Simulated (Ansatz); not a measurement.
# How SrLi2SnS4 absorbs and reflects light, part 2 of 2

Aim: the dielectric function of SrLi2SnS4, and the optical constants that follow from it.

Ansatz 0.2.0; DFT, PBE, plane-wave PAW, default files, scalar-relativistic, independent-particle optical response without local fields.

So far. Step 2 (Ground state and bands): There is a gap, 2.67 eV on the path, so no carriers' term is needed. The cell is left with a pressure of 2.3 GPa and forces up to 0.49 eV/Å, as it stands unrelaxed at this level.

**3. Spectrum**

With the density converged, the vertical transitions are summed over the zone.

This step: DFT, PBE, plane-wave PAW, default files, scalar-relativistic, independent-particle optical response without local fields (Ansatz 0.2.0).

File input.yaml:

```yaml
crystal:
  lattice:
    - [-3.3295, 3.3295, 3.959]
    - [3.3295, -3.3295, 3.959]
    - [3.3295, 3.3295, -3.959]
  atoms:
    - { symbol: Sn, position: [0.0, 0.0, 0.0] }
    - { symbol: Sr, position: [0.5, 0.5, 0.0] }
    - { symbol: S, position: [0.37794, 0.96474, 0.0] }
    - { symbol: S, position: [0.62206, 0.62206, 0.5868] }
    - { symbol: S, position: [0.96474, 0.37794, 0.0] }
    - { symbol: S, position: [0.03526, 0.03526, 0.4132] }
    - { symbol: Li, position: [0.75, 0.25, 0.5] }
    - { symbol: Li, position: [0.25, 0.75, 0.5] }
kpoints:
  mp_grid: { grid: [5, 5, 5] }
scf:
  occupations: { method: fixed }
hamiltonian:
  xc: pbe
  pseudopotentials: { kind: paw }
output:
  optics:
    e_range: [0, 14]
    de: 0.05
    sigma: 0.1
    nscf_kmesh: { grid: [6, 6, 6] }
    bands: { spectra_wanted_up_to: 14 }
```

Run with:

```sh
$ ansatz run input.yaml --threads 4 --pin off --max-ram 8192MiB --backend cpu --events-out ev --progress --plain --runs-dir out
```

Numbers of over 12 decimals in the logs are rounded to 6 here.

Log:

```text
[...]
Crystal: 8 atoms, lattice volume = 175.551 Å³
Basis set: ecut = 420 eV, 3445 PW (Γ)
Bands: 35, of which v1, the nominal top of the filled ones, is band 27 counted from 1 (26 counted from 0)
Symmetry: 8 space group operations
[...]
k-points: 18 of 125 (time reversal used)
[...]
SCF iter   1: F=—  HF=-13595.928735 eV  |F-HF|=—  |Δ(HF+E_count)|=         —  Δρ=8.20e-4  dr2=1.08e-3  ethr=1.77e-3  ⟨swp⟩=6.1  Hψ=2585  notcnv=0  defer=96
[...]
SCF iter  10: F=-13595.931171 eV  HF=-13595.931171 eV  |F-HF|=0.00e0  |Δ(HF+E_count)|=  7.28e-12  Δρ=1.35e-8  dr2=5.65e-13  ethr=1.00e-12  ⟨swp⟩=13.2  Hψ=3230  notcnv=0
SCF 1 converged in 10 iterations: F = -13595.931171 eV  dr2 = 5.65e-13
[...]
NSCF: frozen V_eff on 30 k-points
[...]
output.optics: what the bands over the 78 summed would add to eps1, eps2 and the energy-loss function is held between a lower and an upper bound (8 Lanczos steps). eps1, eps2 and their loss function (loss_summed_bands) are given on every row as the summed bands alone make them. Along an axis, on a row where the two bounds hold the loss function to about 1 % of the greater of itself and 0.5 % of |1/eps|, its cell (loss_completed) is given, with the completed eps1 and eps2 that it is formed of (a cell that is left empty reads nan in the table and null in the record). The two bounds hold it so along every axis on all 281 rows up to 14.000 eV. [rest of the remark cut]
SCF converged after 10 iterations
Free energy (F): -13595.931171 eV
[...]
Internal energy: -13595.931171 eV  (E = F + TS)
E sigma→0 (E₀):  -13595.931171 eV
Fermi energy:    4.991050 eV
[...]
--- Band table (eV; the first three rows and the last of 18) ---
  k-point 0: bands = [... 23 lower, 4.0762, 4.5914, 4.6736, 4.6736, 7.7472, 8.9843, 9.7274, 10.1199, ... 4 higher]
  k-point 1: bands = [... 23 lower, 4.2758, 4.2922, 4.4869, 4.5179, 8.0374, 8.9401, 9.2978, 10.0154, ... 4 higher]
  k-point 2: bands = [... 23 lower, 3.8948, 4.0679, 4.1563, 4.5537, 8.1482, 9.3012, 9.4737, 9.7181, ... 4 higher]
  k-point 17: bands = [... 23 lower, 3.6789, 4.4535, 4.5546, 4.8763, 7.9077, 9.2752, 9.2767, 9.6903, ... 4 higher]
```

Wall time 39 s (4 threads of Intel Xeon 6975P-C (Granite Rapids), shared host); peak memory 1.7 GiB; 2.5 min of CPU time.

Numbers from this step:

```
electronic dielectric constant ε∞, mean over x, y and z (by symmetry where fewer were run)                                                          : 5.697
absorption onset, first axis (α over 10⁴ cm⁻¹, or the direct gap if that lies higher)                                                               : 3.051 eV
main peak of Im epsilon, first axis                                                                                                                 : 5.471 eV
photocurrent from vertical transitions in a film 500 nm thick on a perfect mirror (two passes), AM1.5G, no front reflection, all carriers collected : 1.788 mA/cm²
least direct gap on the mesh                                                                                                                        : 2.673 eV
bands summed                                                                                                                                        : 78
spectra valid up to                                                                                                                                 : 20.01 eV
program's estimate of the k-sum error in Im epsilon                                                                                                 : 0.04 %
electrons in the f-sum                                                                                                                              : 37.46
```

The Im ε has structure finer than the step of the table below, so its rows give means over 0.5 eV, whole bins alone (the curve runs from 0 to 14 eV). Peaks (eV: height): E ∥ x or y 3.50: 7.83, 5.45: 11.7; E ∥ z 3.45: 5.13, 5.45: 10.6, 6.35: 10.2.

Table of Im ε by photon energy; means over each step:

```
photon energy (eV)  E ∥ x or y   E ∥ z
               2.5      1.9e-4  5.3e-5
               3.0       0.331   0.228
               3.5        5.93    4.14
               4.0        3.54    2.63
               4.5        4.25    3.64
               5.0        7.16    7.49
               5.5        10.5    9.17
               6.0        8.76    9.03
               6.5        7.83    9.98
               7.0        6.74    7.87
               7.5        5.32    5.95
               8.0        3.93    4.01
               8.5        4.29    3.00
               9.0        3.32    2.98
               9.5        3.06    2.45
              10.0        3.01    2.51
              10.5        2.86    2.38
              11.0        2.56    2.41
              11.5        1.98    1.91
              12.0        1.29    1.50
              12.5       0.974    1.16
              13.0       0.792   0.810
              13.5       0.628   0.779
```

The Re ε by photon energy:

```
photon energy (eV)  E ∥ x or y   E ∥ z
               0.0        5.77    5.54
               0.5        5.82    5.58
               1.0        5.94    5.69
               1.5        6.19    5.90
               2.0        6.59    6.25
               2.5        7.33    6.86
               3.0        9.24    8.33
               3.5        9.35    7.95
               4.0        5.52    7.44
               4.5        9.05    10.0
               5.0        9.05    7.74
               5.5        4.78    4.85
               6.0        1.74    4.43
               6.5       0.364    1.44
               7.0      -0.411   -1.76
               7.5       -1.17   -1.94
               8.0      -0.447   -1.91
               8.5      -0.868   -1.30
               9.0       -1.03  -0.955
               9.5      -0.525  -0.819
              10.0      -0.830  -0.575
              10.5       -1.02  -0.516
              11.0       -1.37  -0.710
              11.5       -1.58   -1.21
              12.0       -1.37   -1.03
              12.5       -1.00   -1.02
              13.0      -0.785  -0.586
              13.5      -0.537  -0.465
              14.0      -0.283  -0.249
```

Values under 1 per cm are given as 1. Absorption coefficient against photon energy:

```
photon energy (eV)  E ∥ x or y (1/cm)  E ∥ z (1/cm)
             0.000                  1             1
             0.500                  1             1
             1.000                  1             1
             1.500                  1             1
             2.000                  1             1
             2.500                  1             1
             3.000               4019           873
             3.500              4.2e5         3.1e5
             4.000              2.7e5         2.1e5
             4.500              3.0e5         2.4e5
             5.000              5.6e5         6.3e5
             5.500              1.1e6         1.0e6
             6.000              1.1e6         1.1e6
             6.500              1.3e6         1.4e6
             7.000              1.3e6         1.6e6
             7.500              1.4e6         1.5e6
             8.000              1.2e6         1.4e6
             8.500              1.4e6         1.3e6
             9.000              1.4e6         1.3e6
             9.500              1.3e6         1.3e6
            10.000              1.4e6         1.3e6
            10.500              1.5e6         1.3e6
            11.000              1.6e6         1.4e6
            11.500              1.7e6         1.5e6
            12.000              1.5e6         1.4e6
            12.500              1.4e6         1.4e6
            13.000              1.3e6         1.2e6
            13.500              1.1e6         1.1e6
            14.000              9.6e5         1.0e6
```

Refractive index n and extinction k against photon energy:

```
photon energy (eV)  n, E ∥ x or y  k, E ∥ x or y  n, E ∥ z  k, E ∥ z
                 0           2.40              0      2.35         0
                 1           2.44              0      2.39         0
                 2           2.57              0      2.50         0
                 3           3.04         0.0132      2.89   0.00287
                 4           2.44          0.660      2.78     0.514
                 5           3.20           1.10      3.05      1.25
                 6           2.28           1.86      2.75      1.77
                 7           1.78           1.89      1.75      2.20
                 8           1.31           1.47      1.12      1.78
                 9           1.09           1.49      1.07      1.45
                10           1.09           1.42      1.06      1.30
                11          0.871           1.46     0.953      1.27
                12          0.493           1.27     0.617      1.19
                13          0.420          0.981     0.438     0.882
                14          0.421          0.678     0.545     0.739
```

Table of loss function −Im 1/ε at q → 0 by energy loss; read off at these points:

```
energy loss (eV)  E ∥ x or y   E ∥ z
             2.5           0       0
             3.0      9.4e-4  2.4e-4
             3.5      0.0526  0.0572
             4.0      0.0787  0.0449
             4.5      0.0409  0.0300
             5.0      0.0536  0.0646
             5.5      0.0733  0.0795
             6.0       0.113  0.0850
             6.5       0.130  0.0999
             7.0       0.148   0.123
             7.5       0.178   0.150
             8.0       0.256   0.204
             8.5       0.216   0.288
             9.0       0.278   0.293
             9.5       0.320   0.367
            10.0       0.302   0.347
            10.5       0.311   0.393
            11.0       0.305   0.380
            11.5       0.309   0.378
            12.0       0.365   0.455
            12.5       0.498   0.487
            13.0       0.636   0.821
            13.5       0.919   0.946
            14.0        1.41    1.13
```

From ε follow the optical constants at some laser and lamp lines:

```
wavelength (nm)  n xy   k xy  R (%) xy     1/α xy   n z    k z  R (%) z      1/α z
           1550  2.43  0.000      17.3  over 1 mm  2.37  0.000     16.6  over 1 mm
           1064  2.45  0.000      17.7  over 1 mm  2.40  0.000     16.9  over 1 mm
            633  2.56  0.000      19.2  over 1 mm  2.49  0.000     18.3  over 1 mm
            532  2.65  0.000      20.4  over 1 mm  2.57  0.000     19.3  over 1 mm
            450  2.83  0.000      22.8     100 µm  2.72  0.000     21.4     335 µm
            308  2.46  0.633      20.5      39 nm  2.76  0.527     23.5      46 nm
            193  2.06  1.950      37.4     7.9 nm  2.41  2.054     39.2     7.5 nm
```

Rows near the edge hang on the gap, which this functional as a rule makes too small, and phonon-assisted absorption is left out.

A film 1 µm thick would pass 67 % of daylight and look colourless, dimmed by reflection in transmission (x = 0.320, y = 0.339).

At 1064 nm the birefringence n(z) − n(x) is -0.054: the crystal is uniaxial negative at this level.

The f-sum over the summed bands holds 37.5 of the cell's 54 electrons outside the frozen cores, 30 of which lie in bands more than 12 eV below the Fermi level, whose transitions come at higher energies. Up to 14 eV the strength has a mean oscillator energy of 6.6 eV, close to the main peak.

**4. Static response with local fields**

A static field by perturbation theory: the induced potential is included, and the Born charges come with it.

This step: DFT, PBE, plane-wave PAW, default files, scalar-relativistic, static field response by perturbation theory with local fields (Ansatz 0.2.0).

Edit input.yaml of step 3 so:

```diff
@@ -21,8 +21,2 @@
   pseudopotentials: { kind: paw }
-output:
-  optics:
-    e_range: [0, 14]
-    de: 0.05
-    sigma: 0.1
-    nscf_kmesh: { grid: [6, 6, 6] }
-    bands: { spectra_wanted_up_to: 14 }
+dielectric: {}
```

Log:

```text
[...]
Crystal: 8 atoms, lattice volume = 175.551 Å³
Basis set: ecut = 420 eV, 3445 PW (Γ), exchange–correlation on 90×90×90 points (8 copies of the dense FFT grid, shifted against one another)
Bands: 35, of which v1, the nominal top of the filled ones, is band 27 counted from 1 (26 counted from 0)
Symmetry: 8 space group operations
k-points: 63 of 125 (irreducible under 1 space group operation, time reversal used)
[...]
SCF iter   1: F=—  HF=-13595.928668 eV  |F-HF|=—  |Δ(HF+E_count)|=         —  Δρ=8.26e-4  dr2=1.12e-3  ethr=1.77e-3  ⟨swp⟩=6.1  Hψ=9078  notcnv=0  defer=350
[...]
SCF iter   9: F=-13595.931060 eV  HF=-13595.931060 eV  |F-HF|=3.64e-12  |Δ(HF+E_count)|=  8.73e-11  Δρ=7.94e-8  dr2=1.25e-11  ethr=1.00e-12  ⟨swp⟩=13.6  Hψ=12298  notcnv=0
SCF 1 converged in 9 iterations: F = -13595.931060 eV  dr2 = 1.25e-11
[...]
DFPT response loops at Γ: preconditioner auto → none (the input reference at scf.mixing.eps_inf says where Resta's filter doesn't serve); β = 0.50; Broyden in place of MSR1
── the response to a field inside a basis, on 6×6×6 k-points: an SCF that follows is theirs, and a resumed run solves both again ──
Bands: 28, of which v1, the nominal top of the filled ones, is band 27 counted from 1 (26 counted from 0)
k-points: 28 of 216 (time reversal used)
[...]
Eigensolver: Dense (28 Hₖ)
SCF iter   1: F=—  HF=-13595.895008 eV  |F-HF|=—  |Δ(HF+E_count)|=         —  Δρ=1.37e-4  dr2=8.54e-6  ethr=1.00e-1
[...]
SCF iter   3: F=-13595.895020 eV  HF=-13595.895020 eV  |F-HF|=3.27e-8  |Δ(HF+E_count)|=   3.73e-6  Δρ=6.71e-6  dr2=7.00e-8  ethr=4.65e-9
SCF 1 converged in 3 iterations: F = -13595.895020 eV  dr2 = 7.00e-8
[...]
SCF converged after 9 iterations
Free energy (F): -13595.931060 eV
[...]
Internal energy: -13595.931060 eV  (E = F + TS)
E sigma→0 (E₀):  -13595.931060 eV
Fermi energy:    4.991042 eV
[...]
--- Band table (eV; the first three rows and the last of 63) ---
  k-point 0: bands = [... 23 lower, 4.0762, 4.5914, 4.6736, 4.6736, 7.7472, 8.9842, 9.7273, 10.1199, ... 4 higher]
  k-point 1: bands = [... 23 lower, 4.2758, 4.2922, 4.4869, 4.5179, 8.0374, 8.9400, 9.2977, 10.0154, ... 4 higher]
  k-point 2: bands = [... 23 lower, 3.8948, 4.0679, 4.1563, 4.5537, 8.1482, 9.3011, 9.4737, 9.7181, ... 4 higher]
  k-point 62: bands = [... 23 lower, 4.0023, 4.2079, 4.4470, 4.5349, 8.0108, 9.0422, 9.4415, 9.8813, ... 4 higher]
--- Dielectric response (ions clamped): 3 representative field directions + reference, inside a basis on a mesh of 216 k-points (Σ response iterations 18) ---
  ε∞ (high-frequency dielectric tensor):
        5.088528    -0.000000     0.000000
       -0.000000     5.088528    -0.000000
        0.000000    -0.000000     4.943595
  Born effective charges Z* (e; rows j = field, columns β = displacement):
    site 0:
         2.94365   -0.00000   -0.00000
         0.00000    2.94365    0.00000
         0.00000    0.00000    3.30647
    site 1:
         2.51214   -0.00000    0.00000
        -0.00000    2.51214   -0.00000
         0.00000   -0.00000    2.80830
    site 2:
        -1.98937    0.32992    0.02534
         0.32992   -1.98937   -0.02534
         0.10260   -0.10260   -1.87441
    site 3:
        -1.98937   -0.32992   -0.02534
        -0.32992   -1.98937   -0.02534
        -0.10260   -0.10260   -1.87441
    site 4:
        -1.98937    0.32992   -0.02534
         0.32992   -1.98937    0.02534
        -0.10260    0.10260   -1.87441
    site 5:
        -1.98937   -0.32992    0.02534
        -0.32992   -1.98937    0.02534
         0.10260    0.10260   -1.87441
    site 6:
         1.25085   -0.24014    0.00000
         0.24014    1.25085    0.00000
         0.00000    0.00000    0.69143
    site 7:
         1.25085    0.24014    0.00000
        -0.24014    1.25085    0.00000
         0.00000    0.00000    0.69143
  Z* charge neutrality: 1.366e-2 e pre-enforcement
  solved inside a basis spanned on kpoints, on 6×6×6 k-points, its susceptibility summed on 10×10×10: ε∞ is read to err by 1.6e-2, Z* by 1.9e-2 e (field_mesh: kpoints solves on kpoints); Z* is corrected for what the basis lacks
```

Elapsed: 43 s, on 4 threads; peak memory 2 GiB.

This step gave:

* electronic dielectric constant ε∞, mean over x, y and z (by symmetry where fewer were run): 5.040

ε∞ with local fields:

```
5.09 0.00 0.00
0.00 5.09 0.00
0.00 0.00 4.94
```

Diagonal elements. Born, by row:

```
atom  Z*xx (e)  Z*yy (e)  Z*zz (e)
 Sn1     2.944     2.944     3.306
 Sr2     2.512     2.512     2.808
  S3    -1.989    -1.989    -1.874
  S4    -1.989    -1.989    -1.874
  S5    -1.989    -1.989    -1.874
  S6    -1.989    -1.989    -1.874
 Li7     1.251     1.251     0.691
 Li8     1.251     1.251     0.691
```

The principal values of the ε∞ with local fields are 4.94, 5.09 and 5.09.

**5. Summary of results**

```yaml
gap_on_the_path: 2.67 eV
least_direct_gap_on_the_path: 2.67 eV
electronic_dielectric_constant_eps_infinity_mean_over_x_y_and_z_by_symmetry_where_fewer_were_run_independent_particles: 5.70
absorption_onset_first_axis_alpha_over_1e4_cm_minus1_or_the_direct_gap_if_that_lies_higher: 3.05 eV
main_peak_of_im_epsilon_first_axis: 5.47 eV
photocurrent_from_vertical_transitions_in_a_film_500_nm_thick_on_a_perfect_mirror_two_passes_am1p5g_no_front_reflection_all_carriers_collected: 1.79 mA/cm²
electronic_dielectric_constant_eps_infinity_mean_over_x_y_and_z_by_symmetry_where_fewer_were_run_static_response_with_local_fields: 5.04
```

At this level (PBE, independent particles) SrLi2SnS4 has a mean ε∞ = 5.70 (5.04 with local fields) and n = 2.43 at 1550 nm (E ∥ x); absorption sets in near 3.1 eV, and Im ε peaks at 5.5 eV (E ∥ x). The gap on the path is direct, 2.67 eV. The absorption coefficient passes 10⁴ cm⁻¹ at 3.05 eV, inside the visible range. Distinct maxima of Im ε, read by a parabola through the highest points, lie at 3.51 eV (7.8), 5.47 eV (12) and 8.44 eV (4.6) for E ∥ x or y. The static values by axis are 5.77 (xy), 5.54 (z). The f-sum over the summed bands holds 37.5 of the cell's 54 electrons outside the frozen cores, 30 of which lie in bands more than 12 eV below the Fermi level, whose transitions come at higher energies. Up to 14 eV the strength has a mean oscillator energy of 6.6 eV, close to the main peak. A film 1 µm thick would pass 67 % of daylight and look colourless, dimmed by reflection in transmission (x = 0.320, y = 0.339). At 1064 nm the birefringence n(z) − n(x) is -0.054: the crystal is uniaxial negative at this level. In the base spectrum excitons and phonon-assisted transitions are missing, and so are local fields; PBE gaps are as a rule too small, which pulls the onset down and ε∞ up. In the base run ε includes the program's bounded estimate of what the bands above those summed add. Spin-orbit coupling is left out although heavy atoms are present.

[Logs are printed without paths, hosts, clocks, repeated set-up lines and the standing remarks that a program may print on its own settings, such as how far it seeks lower states.]

[Hosts, paths, dates, database ids (printed as entryN), source tags and the programs' standing remarks are cut or masked in the printed files.]
